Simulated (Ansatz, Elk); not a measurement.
# Ga5BiPd: X-ray structure factors from the self-consistent density

The structure of Ga5BiPd used here is made up (a known structure type with other elements) and was relaxed beforehand with PBE. The aim is the Fourier transform of its all-electron density, F(hkl), set beside the sum over free spherical atoms that refinements use.

Program: Elk 11.2.3 (patched build). Level of theory: DFT, PBE, all-electron APW+lo, Dirac cores, scalar-relativistic bands, static density, no spin. Results are calculated unless marked as measured.

This account leaves out most program logs.

The structure was built from a prototype and need not be the compound's stable phase.

### Step 1. Starting point

The structure is tetragonal, space group P4/mmm (No. 123). Conventional cell: a = 4.303 Å, b = 4.303 Å, c = 7.985 Å, α = 90.00°, β = 90.00°, γ = 90.00°. Nearest to Bi lie 12 Ga at 3.04 to 3.26 Å. Nearest to Pd lie 8 Ga at 2.65 Å. Nearest to Ga lie 2 Pd at 2.65 Å and 7 Ga at 3.04 to 3.26 Å and 2 Bi at 3.26 Å. Nearest to Ga lie 4 Bi at 3.04 Å. Farther neighbours are not listed.

### Step 2. Ground state and structure factors

An all-electron density is needed, since X-rays see the cores too. Task 0 finds the density and task 195 Fourier-transforms it; tshift is off so that phases refer to the origin typed.

elk.in

```
tasks
  0
  195

xctype
  20

spinpol
  .false.

rgkmax
  7.0

gmaxvr
  14.0

lmaxo
  7

lmaxapw
  8

swidth
  0.002

tshift
  .false.

ramdisk
  .false.

hmaxvr
  5.5

maxscl
  120

epspot
  1e-06

sppath
  './'

avec
  8.13078733561 0.00000000000 0.00000000000
  0.00000000000 8.13078733561 0.00000000000
  0.00000000000 0.00000000000 15.08909619970

atoms
  3
  'Bi.in'
  1
  -0.0000000000 -0.0000000000 -0.0000000000   0.000000 0.000000 0.000000
  'Pd.in'
  1
  0.0000000000 0.0000000000 0.5000000000   0.000000 0.000000 0.000000
  'Ga.in'
  5
  0.0000000000 0.5000000000 0.3065635711   0.000000 0.000000 0.000000
  0.5000000000 -0.0000000000 0.3065635711   0.000000 0.000000 0.000000
  -0.0000000000 0.5000000000 0.6934364289   0.000000 0.000000 0.000000
  0.5000000000 -0.0000000000 0.6934364289   0.000000 0.000000 0.000000
  0.5000000000 0.5000000000 -0.0000000000   0.000000 0.000000 0.000000

ngridk
  5 5 3
```

The run is started by

```console
$ OMP_NUM_THREADS=4 elk
```

The job ended after 79 s (4 threads of Arm Neoverse N1, shared host; peak memory 0.32 GiB).

SFACRHO.OUT:

```text

h k l indices transformed by vhmat matrix:
   1.000000000       0.000000000       0.000000000    
   0.000000000       1.000000000       0.000000000    
   0.000000000       0.000000000       1.000000000    

      h      k      l  multipl.   |H|            Re(F)            Im(F)           |F|

      0      0      0      1   0.0000000       284.00000      0.44146048E-16   284.00000    
      0      0      1      2  0.41640568       24.499457      0.27647487E-13   24.499457    
     -1      0      0      4  0.77276468       91.141338     -0.45203079E-13   91.141338    
      0      0     -2      2  0.83281135       61.545257      0.41601382E-13   61.545257    
     -1      0     -1      8  0.87781487       7.0892127     -0.21865433E-13   7.0892127    
     -1      1      0      4   1.0928543       33.556872     -0.10888895E-14   33.556872    
      0      1      2      8   1.1361074       85.300691     -0.37439559E-13   85.300691    
      1     -1      1      8   1.1694974       95.320723      0.21792978E-13   95.320723    
      0      0      3      2   1.2492170       147.39606      0.79519230E-13   147.39606    
      1     -1      2      8   1.3740106       205.29343     -0.40559915E-13   205.29343    
      1      0      3      8   1.4689140       8.7741985      0.94980105E-13   8.7741985    
      0     -2      0      4   1.5455294       220.73257      0.80226093E-13   220.73257    
      2      0     -1      8   1.6006420       23.166154     -0.29894277E-13   23.166154    
      1      1      3      8   1.6597812      -25.519564      0.53377763E-13   25.519564    
      0      0      4      2   1.6656227       136.79829     -0.76210618E-13   136.79829    
     -2      1      0      8   1.7279544       76.086600      0.64353657E-13   76.086600    
      0     -2      2      8   1.7556297       52.523032     -0.48766851E-13   52.523032    
     -1     -2     -1     16   1.7774195       9.3661077     -0.72461487E-13   9.3661077
```

Elk indexes on the primitive cell of elk.in and gives |H| = 4π sin θ/λ in inverse bohr. Below, one row stands for each form hkl of the conventional cell (m members, Friedel mates merged), F is for one primitive cell and the density is static (no thermal factor). Free-atom factors are Waasmaier and Kirfel's, and R is Σm||F|−|F'||/Σm|F|.

```tsv
hkl	m	sin θ/λ (Å⁻¹)	abs F, DFT	neutral atoms	diff.
001	2	0.063	24.500	24.454	+0.046
100	4	0.116	91.141	91.418	-0.276
002	2	0.125	61.545	61.934	-0.389
101	8	0.132	7.089	6.974	+0.115
110	4	0.164	33.557	33.959	-0.402
102	8	0.171	85.301	85.709	-0.408
111	8	0.176	95.321	95.146	+0.175
003	2	0.188	147.396	147.361	+0.035
112	8	0.207	205.293	206.080	-0.787
103	8	0.221	8.774	8.322	+0.452
200	4	0.232	220.733	221.865	-1.132
201	8	0.241	23.166	22.907	+0.259
113	8	0.250	25.520	26.104	-0.584
004	2	0.251	136.798	137.367	-0.569
210	8	0.260	76.087	76.300	-0.214
202	8	0.264	52.523	52.464	+0.059
211	16	0.267	9.366	8.977	+0.389
104	8	0.276	74.611	74.705	-0.093
```

### Step 3. The highest occupied states alone

An energy window below the Fermi level keeps the highest occupied states, to see at which angles they scatter; shallow core shells can lie inside it and anion s states outside. No new self-consistency is needed.

Changes to elk.in since step 2:

```diff
@@ -1,3 +1,2 @@
 tasks
-  0
   195
@@ -40,2 +39,5 @@
 
+wsfac
+  -0.222770 0.518230
+
 sppath
```

The run is started by

```console
$ OMP_NUM_THREADS=4 elk
```

The job ended after 37 s (4 threads; peak memory 0.19 GiB).

States within 12 eV below the Fermi level hold 29.81 electrons; any levels below the window count with the cores, and a count that is not whole means the window cuts a band. Their amplitudes can exceed the total, where window and core parts have opposite phase:

```tsv
hkl	sin θ/λ (Å⁻¹)	abs F, window	abs F, all
001	0.063	6.234	24.500
100	0.116	8.016	91.141
002	0.125	6.249	61.545
101	0.132	6.188	7.089
110	0.164	4.358	33.557
102	0.171	5.350	85.301
111	0.176	3.176	95.321
003	0.188	2.445	147.396
112	0.207	5.029	205.293
103	0.221	3.485	8.774
```

### Step 4. Another functional

The difference from free atoms is small, so it is set against the change that LDA (Perdew-Wang) makes.

Changes to elk.in since step 3:

```diff
@@ -1,2 +1,3 @@
 tasks
+  0
   195
@@ -4,3 +5,3 @@
 xctype
-  20
+  3
 
@@ -39,5 +40,2 @@
 
-wsfac
-  -0.222770 0.518230
-
 sppath
```

The run is started by

```console
$ OMP_NUM_THREADS=4 elk
```

Elapsed: 47 s, on 4 threads; peak memory 0.24 GiB.

Against the first run R = 0.03 %; the largest change is -0.110 at 220.

### Step 5. Basis size

A smaller basis shows how fast F responds to it; the change is likely larger than the basis error of the first run, but doesn't show convergence.

Changes to elk.in since step 4:

```diff
@@ -5,3 +5,3 @@
 xctype
-  3
+  20
 
@@ -11,3 +11,3 @@
 rgkmax
-  7.0
+  5.5
```

The run is started by

```console
$ OMP_NUM_THREADS=4 elk
```

Wall time 72 s (4 threads); peak memory 0.31 GiB; 2.6 min of CPU time.

Against the first run R = 0.03 %; the largest change is +0.161 at 220.

### Step 6. Settings against the effect

```tsv
run	R against the first run (%)	R against neutral atoms, low angle (%)	wall time
PBE, rgkmax 7	0.00	0.44	79 s
LDA (Perdew-Wang)	0.03	0.45	47 s
rgkmax 5.5	0.03	0.44	72 s
```

### Step 7. What came out

- R against neutral atoms, sin θ/λ < 0.3 Å⁻¹: 0.44 %
- R against neutral atoms, 0.3 to 0.67 Å⁻¹: 0.18 %

In words: Independent neutral atoms miss the calculated amplitudes by R = 0.44 % below 0.3 Å⁻¹ and 0.18 % from there to 0.67 Å⁻¹; by shells, 0.49 % below 0.15 Å⁻¹ (4 forms), 0.43 % 0.15 to 0.3 (17 forms), 0.23 % 0.3 to 0.45 (31 forms), 0.16 % above 0.45 (97 forms). Bonding, aspherical density and the tables' own atoms all enter these figures, and the runs don't part them. The largest change of an amplitude is -1.13 electrons, at 200. The window's part falls from 29.8 electrons at the origin to at most 0.51 between 0.45 and 0.67 Å⁻¹. Below 0.3 Å⁻¹ the changes that finished (LDA (Perdew-Wang) and rgkmax 5.5) move F by R = 0.03 % at most, against the 0.44 % that separates it from free atoms. The k-mesh has no finished test. These runs have no spin, though d or f shells may be open. Spin-orbit coupling is left out, which can matter for elements this heavy. Part of the difference isn't bonding: the tables are fits to free atoms and ions calculated by other methods than this functional. Thermal motion, anomalous dispersion and extinction are left out.

[Logs are printed without paths, hosts, clocks, repeated set-up lines and the standing remarks that a program may print on its own settings, such as how far it seeks lower states.]

[Hosts, paths, dates, database ids (printed as entryN), source tags and the programs' standing remarks are cut or masked in the printed files.]
